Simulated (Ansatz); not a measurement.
# S on Ag(100): change of the work function, part 2 of 3

Wanted: Δφ(θ) for S/Ag(100), starting from the hollow site.

Ansatz 0.2.0; plane-wave DFT, PBE, Ansatz PAW.

So far, work function, upper face (eV): step 2 (the clean slab) 4.24.

### Step 3. The covered slab, k-mesh 6×6×1, coverage 0.25 ML

System of this step: Ag16S (S/Ag(100)). The cell holds 17 atoms: 16 Ag and 1 S. Cell: a = 5.784 Å, b = 5.784 Å, c = 25.793 Å, α = 90.0°, β = 90.0°, γ = 90.0°. Vacuum lies along c.

The clean slab as it ended is repeated in the plane and the adsorbate is set on one face; the cell's size fixes the coverage, and the k-mesh shrinks with it to keep the sampling density about even. Adsorbate and upper layers relax, since the dipole depends on the height.

Input file input.yaml:

```yaml
crystal:
  lattice:
    - [5.7841334702, 0.0, 0.0]
    - [0.0, 5.7841334702, 0.0]
    - [0.0, 0.0, 25.7927435579]
  atoms:
    - { symbol: Ag, position: [0.25, 0.25, 0.34893535] }
    - { symbol: Ag, position: [0.0, 0.0, 0.4282212156] }
    - { symbol: Ag, position: [0.25, 0.25, 0.5099493713] }
    - { symbol: Ag, position: [0.0, 0.0, 0.590396412] }
    - { symbol: Ag, position: [0.25, 0.75, 0.34893535] }
    - { symbol: Ag, position: [0.0, 0.5, 0.4282212156] }
    - { symbol: Ag, position: [0.25, 0.75, 0.5099493713] }
    - { symbol: Ag, position: [0.0, 0.5, 0.590396412] }
    - { symbol: Ag, position: [0.75, 0.25, 0.34893535] }
    - { symbol: Ag, position: [0.5, 0.0, 0.4282212156] }
    - { symbol: Ag, position: [0.75, 0.25, 0.5099493713] }
    - { symbol: Ag, position: [0.5, 0.0, 0.590396412] }
    - { symbol: Ag, position: [0.75, 0.75, 0.34893535] }
    - { symbol: Ag, position: [0.5, 0.5, 0.4282212156] }
    - { symbol: Ag, position: [0.75, 0.75, 0.5099493713] }
    - { symbol: Ag, position: [0.5, 0.5, 0.590396412] }
    - { symbol: S, position: [0.25, 0.25, 0.65106465] }
kpoints:
  mp_grid: { grid: [6, 6, 1] }
hamiltonian:
  xc: pbe
scf:
  occupations: { method: fermi_dirac, width: 0.1 }
  convergence: { dr2_threshold: 1.0e-08 }
efield:
  axis: 3
  dipole_correction: true
  ramp_position: 0.97
  ramp_width: 0.06
relax:
  f_tol: 0.02
  max_steps: 60
  constraints: [{ sites: [0, 1, 4, 5, 8, 9, 12, 13] }]
output:
  dos: { projected: true, e_range: [-8, 4] }
  write_potential: true
  write_density: true
  volumetric_format: npy
  elf: true
```

Started as:

```
ansatz run input.yaml --threads 4 --pin off --max-ram 6144MiB --backend cpu --events-out ev --progress --plain --runs-dir out
```

Numbers of over 12 decimals in the logs are rounded to 6 here.

The log of the run:

```text
[...]
Crystal: 17 atoms, lattice volume = 862.927 Å³
Basis set: ecut = 420 eV, 16891 PW (Γ), exchange–correlation on 80×80×360 points (8 copies of the dense FFT grid, shifted against one another)
Bands: 186, of which v1, the nominal top of the filled ones, is band 155 counted from 1 (154 counted from 0)
Symmetry: 8 space group operations
[...]
k-points: 10 of 36
[...]
SCF iter   1: F=—  HF=-122348.358773 eV  |F-HF|=—  |Δ(HF+E_count)|=         —  Δρ=1.74e-3  dr2=4.78e-1  ethr=1.77e-3  p=-0.246 e·Å  D=-5.16e-2 V/Å  ΔV_dip=1.33 eV  dr2_dipole=2.17e-1  V_vac-E_F(+/−)=5.39/4.06 eV  ⟨swp⟩=7.5  Hψ=7692  notcnv=0  defer=91
[...]
SCF iter   9: F=-122348.358671 eV  HF=-122348.358671 eV  |F-HF|=2.41e-8  |Δ(HF+E_count)|=   4.70e-8  Δρ=6.85e-7  dr2=4.68e-9  ethr=3.23e-12  p=-0.201 e·Å  D=-4.22e-2 V/Å  ΔV_dip=1.09 eV  dr2_dipole=9.86e-11  V_vac-E_F(+/−)=5.29/4.20 eV  ⟨swp⟩=17.9  Hψ=14364  notcnv=0
SCF 1 converged in 9 iterations: F = -122348.358671 eV  dr2 = 4.68e-9
[...]
relax step   1: F+E_penalty+E_count = -122348.35867105 eV  Δ(F+E_penalty+E_count) = +0.000e0 eV  max|allowed force component| = 5.395e-1 eV/Å  Δτ_max = 0.0000 Å  (9 SCF iters, accepted)
[...]
SCF iter   9: F=-122348.424679 eV  HF=-122348.424679 eV  |F-HF|=7.67e-9  |Δ(HF+E_count)|=   1.48e-8  Δρ=3.45e-7  dr2=1.84e-9  ethr=3.23e-12  p=-0.187 e·Å  D=-3.91e-2 V/Å  ΔV_dip=1.01 eV  dr2_dipole=3.39e-10  V_vac-E_F(+/−)=5.19/4.18 eV  ⟨swp⟩=8.3  Hψ=11006  notcnv=0
SCF 2 converged in 9 iterations: F = -122348.424679 eV  dr2 = 1.84e-9
relax step   2: F+E_penalty+E_count = -122348.42467874 eV  Δ(F+E_penalty+E_count) = -6.601e-2 eV  max|allowed force component| = 2.509e-1 eV/Å  Δτ_max = 0.1286 Å  (9 SCF iters, accepted)
SCF iter   1: F=—  HF=-122348.441480 eV  |F-HF|=—  |Δ(HF+E_count)|=         —  Δρ=8.11e-4  dr2=1.82e-2  ethr=1.63e-5  p=-0.187 e·Å  D=-3.91e-2 V/Å  ΔV_dip=1.01 eV  dr2_dipole=6.40e-3  V_vac-E_F(+/−)=5.18/4.17 eV  ⟨swp⟩=3.1  Hψ=4609  notcnv=0  defer=181
[...]
SCF iter   8: F=-122348.439032 eV  HF=-122348.439032 eV  |F-HF|=1.03e-8  |Δ(HF+E_count)|=   5.54e-8  Δρ=5.26e-7  dr2=2.83e-9  ethr=3.23e-12  p=-0.174 e·Å  D=-3.65e-2 V/Å  ΔV_dip=0.94 eV  dr2_dipole=3.40e-11  V_vac-E_F(+/−)=5.12/4.18 eV  ⟨swp⟩=15.3  Hψ=12766  notcnv=0
SCF 3 converged in 8 iterations: F = -122348.439032 eV  dr2 = 2.83e-9
relax step   3: F+E_penalty+E_count = -122348.43903160 eV  Δ(F+E_penalty+E_count) = -1.435e-2 eV  max|allowed force component| = 9.161e-2 eV/Å  Δτ_max = 0.0504 Å  (8 SCF iters, accepted)
SCF iter   1: F=—  HF=-122348.440469 eV  |F-HF|=—  |Δ(HF+E_count)|=         —  Δρ=1.89e-4  dr2=8.43e-4  ethr=3.17e-6  p=-0.174 e·Å  D=-3.65e-2 V/Å  ΔV_dip=0.94 eV  dr2_dipole=2.76e-4  V_vac-E_F(+/−)=5.13/4.18 eV  ⟨swp⟩=2.7  Hψ=3386  notcnv=0  defer=163
[...]
SCF iter   7: F=-122348.439915 eV  HF=-122348.439915 eV  |F-HF|=8.11e-9  |Δ(HF+E_count)|=   1.43e-8  Δρ=4.59e-7  dr2=1.87e-9  ethr=3.23e-12  p=-0.177 e·Å  D=-3.72e-2 V/Å  ΔV_dip=0.96 eV  dr2_dipole=2.78e-13  V_vac-E_F(+/−)=5.14/4.18 eV  ⟨swp⟩=12.2  Hψ=12045  notcnv=0
SCF 4 converged in 7 iterations: F = -122348.439915 eV  dr2 = 1.87e-9
relax step   4: F+E_penalty+E_count = -122348.43991538 eV  Δ(F+E_penalty+E_count) = -8.838e-4 eV  max|allowed force component| = 2.435e-3 eV/Å  Δτ_max = 0.0155 Å  (7 SCF iters, accepted)
NSCF: frozen V_eff on 10 k-points
[...]
SCF converged after 7 iterations
Free energy (F): -122348.439915 eV
[...]
Internal energy: -122348.255529 eV  (E = F + TS)
E sigma→0 (E₀):  -122348.347722 eV
Entropy (-TS):   -0.184386 eV (-10.846 meV/atom)
Fermi energy:    2.570788 eV
Dipole field:    D = -0.037165 V/Å  (p = -0.177233 e·Å, saw-weighted, corrected)
Work function:   Φ+ = 5.1404 eV   Φ− = 4.1819 eV
[...]
--- Forces (eV/Å), atoms counted from 1 ---
  atom   1  Ag     0.00000000     0.00000000    -0.05196534
  atom   2  Ag    -0.06795414    -0.06795414     0.07771600
  atom   3  Ag    -0.00000000     0.00000000     0.00243477
  atom   4  Ag    -0.00192931    -0.00192931    -0.00173352
  atom   5  Ag    -0.00000000     0.00000000    -0.10920748
  atom   6  Ag    -0.06795414     0.06795414     0.07771600
  atom   7  Ag     0.00000000     0.00000000     0.00156983
  atom   8  Ag    -0.00192931     0.00192931    -0.00173352
  atom   9  Ag    -0.00000000     0.00000000    -0.10920748
  atom  10  Ag     0.06795414    -0.06795414     0.07771600
  atom  11  Ag    -0.00000000     0.00000000     0.00156983
  atom  12  Ag     0.00192931    -0.00192931    -0.00173352
  atom  13  Ag     0.00000000     0.00000000    -0.04172225
  atom  14  Ag     0.06795414     0.06795414     0.07771600
  atom  15  Ag    -0.00000000     0.00000000     0.00030478
  atom  16  Ag     0.00192931     0.00192931    -0.00173352
  atom  17  S      0.00000000     0.00000000     0.00232453
  max |Σ_I F_I| component: 3.11e-5 eV/Å
--- Band table (eV; the first three rows and the last of 10) ---
  k-point 0: bands = [... 151 lower, 2.1369, 2.1689, 2.1689, 2.1784, 2.5131, 2.6944, 2.7139, 2.7139, ... 27 higher]
  k-point 1: bands = [... 151 lower, 1.1553, 1.8092, 2.3501, 2.3578, 2.7391, 2.9776, 3.1825, 3.8688, ... 27 higher]
  k-point 2: bands = [... 151 lower, 1.2426, 1.6873, 2.7723, 2.8092, 2.9289, 3.3094, 3.6695, 4.0792, ... 27 higher]
  k-point 9: bands = [... 151 lower, 0.6659, 0.8072, 1.6825, 1.6825, 2.0801, 2.6647, 3.5546, 3.5546, ... 27 higher]
--- Relaxed structure (4 steps of the walk, 4 accepted, 0 SCFs on fresh bases) ---
  F+E_penalty+E_count = -122348.43991538 eV   max|allowed force component| = 2.435e-3 eV/Å
  atoms:
    - { symbol: Ag, position: [0.250000, 0.250000, 0.348935] }
    - { symbol: Ag, position: [0.0, 0.0, 0.428221] }
    - { symbol: Ag, position: [0.250000, 0.250000, 0.508137] }
    - { symbol: Ag, position: [-0.00402045, -0.00402045, 0.592236] }
    - { symbol: Ag, position: [0.250000, 0.750000, 0.348935] }
    - { symbol: Ag, position: [0.0, 0.500000, 0.428221] }
    - { symbol: Ag, position: [0.250000, 0.750000, 0.509296] }
    - { symbol: Ag, position: [-0.00402045, 0.504020, 0.592236] }
    - { symbol: Ag, position: [0.750000, 0.250000, 0.348935] }
    - { symbol: Ag, position: [0.500000, 0.0, 0.428221] }
    - { symbol: Ag, position: [0.750000, 0.250000, 0.509296] }
    - { symbol: Ag, position: [0.504020, -0.00402045, 0.592236] }
    - { symbol: Ag, position: [0.750000, 0.750000, 0.348935] }
    - { symbol: Ag, position: [0.500000, 0.500000, 0.428221] }
    - { symbol: Ag, position: [0.750000, 0.750000, 0.513306] }
    - { symbol: Ag, position: [0.504020, 0.504020, 0.592236] }
    - { symbol: S, position: [0.250000, 0.250000, 0.647330] }
```

The job ended after 48 s (4 threads of AMD EPYC 9R45, shared host; peak memory 3.9 GiB; 3.1 min of CPU time).

Step by step:

```csv
step,energy less that of the first step (eV),largest force component (eV/Å)
1,0.0000,0.5395
2,-0.0660,0.2509
3,-0.0804,0.0916
4,-0.0812,0.0024
```

The run keeps the 8 symmetry operations that it works with, so distortions that break them were not tested.

The atoms that moved most (Å):

```csv
atom,dx,dy,dz,length
S17,0.000,0.000,-0.096,0.096
Ag15,0.000,0.000,0.087,0.087
Ag16,0.023,0.023,0.047,0.058
Ag12,0.023,-0.023,0.047,0.058
Ag8,-0.023,0.023,0.047,0.058
Ag4,-0.023,-0.023,0.047,0.058
Ag3,0.000,0.000,-0.047,0.047
Ag7,0.000,0.000,-0.017,0.017
```

Final coordinates:

```
Ag S
1.0
     5.78413    0.00000    0.00000
     0.00000    5.78413    0.00000
     0.00000    0.00000   25.79274
Ag S
16 1
Direct
  0.25000 0.25000 0.34894
  0.00000 0.00000 0.42822
  0.25000 0.25000 0.50814
  0.99598 0.99598 0.59224
  0.25000 0.75000 0.34894
  0.00000 0.50000 0.42822
  0.25000 0.75000 0.50930
  0.99598 0.50402 0.59224
  0.75000 0.25000 0.34894
  0.50000 0.00000 0.42822
  0.75000 0.25000 0.50930
  0.50402 0.99598 0.59224
  0.75000 0.75000 0.34894
  0.50000 0.50000 0.42822
  0.75000 0.75000 0.51331
  0.50402 0.50402 0.59224
  0.25000 0.25000 0.64733
```

Numbers from this step:

| Property | Result |
| --- | --- |
| energy at zero smearing | -122348.3477 eV |
| work function, upper face | 5.140 eV |
| work function, lower face | 4.182 eV |
| dipole along the normal | -0.1772 e·Å |
| step between the vacuum levels | 0.9586 eV |

Running mean over 2.045 Å of the planar mean; the ramp of the sawtooth is left out. Table of electron's electrostatic potential energy less the Fermi level by z:

z (Å), electron's electrostatic potential energy less the Fermi level (eV) and a bar from the least value:
```
      3.5       4.18 ###########################
      4.0       4.18 ###########################
      4.5       4.18 ###########################
      5.0       4.18 ###########################
      5.5       4.17 ###########################
      6.0       4.13 ###########################
      6.5       4.02 ###########################
      7.0       3.58 ##########################
      7.5       1.91 #####################
      8.0      -1.28 #############
      8.5      -4.31 #####
      9.0      -5.68 #
      9.5      -5.93 
     10.0      -5.99 
     10.5      -6.02 
     11.0      -6.00 
     11.5      -5.78 #
     12.0      -5.58 #
     12.5      -5.63 #
     13.0      -5.82 #
     13.5      -5.73 #
     14.0      -5.50 #
     14.5      -5.55 #
     15.0      -5.88 
     15.5      -5.98 
     16.0      -4.41 ####
     16.5      -1.31 #############
     17.0       1.54 ####################
     17.5       3.20 #########################
     18.0       4.29 ############################
     18.5       4.92 #############################
     19.0       5.09 ##############################
     19.5       5.13 ##############################
     20.0       5.14 ##############################
     20.5       5.14 ##############################
     21.0       5.14 ##############################
     21.5       5.14 ##############################
     22.0       5.14 ##############################
     22.5       5.14 ##############################
```

The density of states has structure finer than the step of the table below, so its rows give means over 0.25 eV, whole bins alone (the curve runs from -8 to 1.98 eV). Peaks (eV: height): -5.200: 83.0, -4.840: 86.3, -4.420: 96.0, -4.360: 78.9, -3.910: 77.8, -3.550: 70.3, -3.220: 71.2.

Density of states against energy, zero at the Fermi level; means over each step:

| energy (eV) | density of states (states/eV a cell) |
| --- | --- |
| -7.25 | 0.00186 |
| -7.00 | 1.11 |
| -6.75 | 1.49 |
| -6.50 | 1.86 |
| -6.25 | 2.33 |
| -6.00 | 24.7 |
| -5.75 | 44.4 |
| -5.50 | 49.3 |
| -5.25 | 48.0 |
| -5.00 | 41.3 |
| -4.75 | 46.2 |
| -4.50 | 58.9 |
| -4.25 | 55.3 |
| -4.00 | 56.6 |
| -3.75 | 51.0 |
| -3.50 | 59.7 |
| -3.25 | 61.4 |
| -3.00 | 49.5 |
| -2.75 | 13.8 |
| -2.50 | 3.51 |
| -2.25 | 6.41 |
| -2.00 | 6.08 |
| -1.75 | 6.04 |
| -1.50 | 8.01 |
| -1.25 | 4.64 |
| -1.00 | 4.05 |
| -0.75 | 5.36 |
| -0.50 | 2.89 |
| -0.25 | 4.98 |
| 0.00 | 5.28 |
| 0.25 | 6.17 |
| 0.50 | 4.57 |
| 0.75 | 4.73 |
| 1.00 | 6.46 |
| 1.25 | 2.50 |
| 1.50 | 5.50 |
| 1.75 | 3.95 |

Projected DOS per atom over height of the atomic layer and energy from the Fermi level. Layers: Ag4 Ag4 Ag4 Ag4 S from below.

Ten even steps from '_' (0.00 states/eV) to '@' (4.26 states/eV), each cell a mean:
```
__________
__________
__________
__________
________..
__________
________..
________==
________--
________::
--::--::..
@@@@%%##__
@@**##@@..
@@++**@@..
######**..
******##::
++%%##++::
..**++::..
__________
__________
__________
__________
```
Columns: height of the atomic layer (Å) from 9 to 16.7 (not evenly spaced); rows upwards: energy from the Fermi level (eV) from -7.96 to 1.95.

Electrostatic potential energy in the ca plane at fractional y = 0.250, with atoms of Ag and S within 0.2 Å of it. With pseudopotentials it is smooth inside the atoms' cores, unlike the true potential.

Ten even steps from '0' (-36 eV) to '9' (8 eV), each cell a mean:
```
99888899989998888999899999999999999999999999
97434789999985336899999999999999999999999999
84100489999862002689999999999999999999999999
73000279999851001589999999999999999999999999
84101489999862002689999999999999999999999999
97534789999985446899999999999999999999999999
99888899989998888999899999999999999999999999
99888999889998889999889999999999999999999999
98766899999987667899998777899999999999999999
86212589999873114799997312589999999999999999
73000379999851001689985010289999999999999999
73000379999851001689985010289999999999999999
86212589999873114799997311589999999999999999
98766899999987667899998877899999999999999999
99888999889999889999889999999999999999999999
```
Columns run along c (16.0 Å, from fractional 0.31 to 0.93 of the cell; values clipped at the 3rd and 97th percentile), rows up along a (5.8 Å). Atoms in or near the plane, at fractional coordinates: Ag at (0.35, 0.25), Ag at (0.51, 0.25), Ag at (0.35, 0.75), Ag at (0.51, 0.75), S at (0.65, 0.25).

ELF in the ca plane at fractional y = 0.250, with atoms of Ag and S within 0.2 Å of it. It is the smooth field of the valence electrons, not physical close to the nuclei.

Ten even steps from '0' (0.00) to '9' (0.90), each cell a mean:
```
11222221111221221111111122211000000000000000
12444211111123443211111100000000000000000000
24676421111135775211111000000000000000000000
25797521111136886311110000000000000000000000
24676421111135775211111000000000000000000000
12444221111123443211111100000000000000000000
11222221111222222111111122211000000000000000
11111221111221111111112456543100000000000000
12232211111222332111125789875310000000000000
23565321111124654211247878997521000000000000
24787521111236885311258514998631000000000000
24787521111236885311258514998631000000000000
23565321111124654211247888997521000000000000
12232211111222332111125789875310000000000000
11111221111221111111112456543100000000000000
```
Columns run along c (16.0 Å, from fractional 0.31 to 0.93 of the cell), rows up along a (5.8 Å). Atoms in or near the plane, at fractional coordinates: Ag at (0.35, 0.25), Ag at (0.51, 0.25), Ag at (0.35, 0.75), Ag at (0.51, 0.75), S at (0.65, 0.25).

Valence density in the ca plane at fractional y = 0.250, with atoms of Ag and S within 0.2 Å of it. It is the smooth field of the valence electrons, not physical close to the nuclei.

Ten steps, logarithmic in the rise over the least value, from '0' (0 e/Å³) to '9' (18 e/Å³), each cell a mean:
```
01222111111111221111111000000000000000000000
12455311111124553211110000000000000000000000
25798521101137886311000000000000000000000000
26899621001148997410000000000000000000000000
15788521101137886311000000000000000000000000
12455311111124554211110000000000000000000000
01222111111111221111111000000000000000000000
01111111111111111111111111000000000000000000
01343211111112332111112232210000000000000000
14677421111136775211113344320000000000000000
25899621001148997310123333421000000000000000
25899621001148997310123323421000000000000000
14676421111135775211113344320000000000000000
01333211111112332111112232210000000000000000
01111111111111111111111111000000000000000000
```
Columns run along c (16.0 Å, from fractional 0.31 to 0.93 of the cell), rows up along a (5.8 Å). Atoms in or near the plane, at fractional coordinates: Ag at (0.35, 0.25), Ag at (0.51, 0.25), Ag at (0.35, 0.75), Ag at (0.51, 0.75), S at (0.65, 0.25).

The relaxation took 4 steps and lowered the energy by 0.081 eV; the largest force on the free atoms ends at 0.0024 eV/Å.

By hand: a sheet of dipoles makes a step −p/(ε₀A) in the electron's potential. With e/ε₀ = 180.95 V·Å, p = -0.1772 e·Å and A = 33.46 Å², that is −180.95 × (-0.1772) / 33.46 = +0.959 eV, and the two vacuum levels of the run differ by +0.959 eV.

The covered face has 5.14 eV, +0.90 eV against the clean one; the bare back face has moved by -0.05 eV, a measure of how thin the slab is.

[end of part 2 of 3]

[Logs are printed without paths, hosts, clocks, repeated set-up lines and the standing remarks that a program may print on its own settings, such as how far it seeks lower states.]

[Hosts, paths, dates, database ids (printed as entryN), source tags and the programs' standing remarks are cut or masked in the printed files.]

[Maps of the electrostatic potential energy from Ansatz leave out the sawtooth potential of an applied field or a dipole correction, so their vacuum need not be flat; planar profiles and work functions include it.]
